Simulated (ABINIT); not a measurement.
An input for ABINIT 10.8.3 (PbO (P4/nmm)):

```
acell 3*1.0 Angstrom
rprim 
  3.960000000000 0.000000000000 0.000000000000
  0.000000000000 3.960000000000 0.000000000000
  0.000000000000 0.000000000000 5.070000000000
ntypat 2
znucl 82 8
natom 4
typat 1 1 2 2
xred 
  0.000000000000 0.500000000000 0.239357705921
  0.500000000000 0.000000000000 0.760642294079
  -0.000000000000 0.000000000000 0.000000000000
  0.500000000000 0.500000000000 0.000000000000
pp_dirpath "pseudos"
pseudos "Pb.upf, O.upf"
ecut 42
ngkpt 4 4 2
nshiftk 1
shiftk 0 0 0
kptopt 1
chksymbreak 0
istwfk *1
occopt 1
irdwfk 1
optdriver 4
nband 101
gwcalctyp 10
ecutsigx 42
symsigma 1
nkptgw 12
kptgw 
  0.0000000000 0.0000000000 0.0000000000
  0.2500000000 0.0000000000 0.0000000000
  0.5000000000 0.0000000000 0.0000000000
  0.2500000000 0.2500000000 0.0000000000
  0.5000000000 0.2500000000 0.0000000000
  0.5000000000 0.5000000000 0.0000000000
  0.0000000000 0.0000000000 0.5000000000
  0.2500000000 0.0000000000 0.5000000000
  0.5000000000 0.0000000000 0.5000000000
  0.2500000000 0.2500000000 0.5000000000
  0.5000000000 0.2500000000 0.5000000000
  0.5000000000 0.5000000000 0.5000000000
bdgw 
  21 32
  21 32
  21 32
  21 32
  21 32
  21 32
  21 32
  21 32
  21 32
  21 32
  21 32
  21 32
ecuteps 3.9
irdscr 1
ppmodel 1
irdqps 1
indata_prefix "in"
outdata_prefix "out"
tmpdata_prefix "tmp"
```

The database entry behind the starting cell differs from later determinations by our own check (c about 1 % long), so it need not match the best structure at ambient conditions.

```sh
OMP_NUM_THREADS=1 mpirun -n 8 abinit run.abi > log
```

Estimate wall time and host memory on 8 MPI ranks of AMD EPYC 9R45, shared host.

It took 79 s; on shared hardware allow 39 s to 2.6 min. Peak host memory was 4.8 GiB.

[Paths, hosts, dates, memory and timing lines, banners, echoed tables and standing remarks are left out of the program output.]

[Logs are printed without paths, hosts, clocks, repeated set-up lines and the standing remarks that a program may print on its own settings, such as how far it seeks lower states.]

[Runs of the session that timed out or met a known fault of the program may be left out.]

[Hosts, paths, dates, database ids (printed as entryN), source tags and the programs' standing remarks are cut or masked in the printed files.]

[G0W0 gaps are taken among the corrected bands and points alone; a level outside them can change the order at an edge.]

[Where Ansatz stands beside ABINIT at settings called matched, ABINIT's density can come from a denser mesh and the files from another edition; pairs whose starting gaps differed by over 0.03 eV were left out, so agreement reads better than it is.]
